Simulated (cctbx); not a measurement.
**Symmetry from intensities**

Cell: a = 7.9740 Å, b = 7.9740 Å, c = 7.9740 Å, α = 90.00°, β = 90.00°, γ = 90.00°. Expected content of the cell: Sb4 Ge4 Ca4 Na4 O24.

Simulated single-crystal data (cctbx): Mo Kα, λ = 0.71073 Å, to d = 0.84 Å, 80 % of the full sphere, strongest reflection 40000 counts, noise from counting, a 6 % proportional error and a noise floor of 2 counts (s.d.); no absorption.

A first pass over the reflections prints:

```text
2994 reflections to d = 0.841 A
centring   violations  <I/sigma> of those
    A          0 of  1501     -0.0
    B          0 of  1503     -0.0
    C          0 of  1506      0.0
    I        361 of  1483      3.0
    R        492 of  1968      3.6
    F          0 of  2255     -0.0
Laue class    unique    Rint  (classes that these axes allow; Friedel mates merged)
F m m m           140   0.045
F m -3             50   0.047
F m -3 m           39   0.048
space group    extra absences  I>4sigma  <I/sigma>
F 4 3 2                 0          0         -  acentric
F -4 3 m                0          0         -  acentric
F m -3 m                0          0         -  centric
Wilson B = 0.82 A^2   <|E^2-1|> = 0.694 (0.968 centric, 0.736 acentric)   E^2>4: 0.0 %
shell (A)         n   <I/sigma>
 4.60 - 1.22     16     48.4
 1.22 - 0.97     11     54.4
 0.97 - 0.85     12     60.3
```

Q: Read the symmetry from these tables.

The reflections that A, B, C and F centring forbids are absent (⟨I/σ⟩ near 0), so the lattice is F. F holds A, B and C together.

Rint stays low (0.045 to 0.048) up to F m -3 m, the highest class in these axes.

3 settings pass the absence test. No glide or screw absences show, which leaves F 4 3 2, F -4 3 m and F m -3 m.

⟨|E²−1|⟩ = 0.694 leans to a non-centrosymmetric structure. The Wilson B of 0.82 Å² means U ≈ 0.0104 Å².

The true group is F-43m (no. 216), Laue class m-3m, non-centrosymmetric. The tables only narrow the choice to the tied entries; cell content, site symmetry and trial solutions must settle it.

The model is made up (kin elements in a known structure type, no relaxation), so it says nothing on whether the phase exists.

[Logs are printed without paths, hosts, clocks, repeated set-up lines and the standing remarks that a program may print on its own settings, such as how far it seeks lower states.]
